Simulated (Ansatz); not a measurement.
Rows from a G0W0 calculation on BaTiO3 (Pm-3m) (Ansatz 0.2.0; G0W0 on LDA, plane waves, PAW; 4×4×4 mesh, 509 empty bands, screening to 230 eV), in eV. Spin-orbit coupling is left out.

```csv
row,Σx,Σc,Vxc,Z
A,-25.76,4.48,-20.89,0.70
B,-14.70,-8.18,-23.98,0.65
C,-25.96,4.15,-21.41,0.71
D,-12.59,-6.80,-20.59,0.72
```

Q: Which rows are filled states and which are empty ones, and how can one tell?

Filled: A and C. Empty: B and D. The sign of Σc tells: for a filled state bare exchange, which holds its interaction with itself, lies below Vxc (Σx − Vxc is -4.6 eV or lower here) and screening gives part back as a positive Σc. For an empty state Σx lies above Vxc (+8.0 eV or more) and the Coulomb hole leaves Σc negative.

[Paths, hosts, dates, memory and timing lines, banners, echoed tables and standing remarks are left out of the program output.]

[Logs are printed without paths, hosts, clocks, repeated set-up lines and the standing remarks that a program may print on its own settings, such as how far it seeks lower states.]

[Runs of the session that timed out or met a known fault of the program may be left out.]

[Cells called generated may have been cut or substituted from an entry of the Crystallography Open Database or the Materials Project.]

[Hosts, paths, dates, database ids (printed as entryN), source tags and the programs' standing remarks are cut or masked in the printed files.]
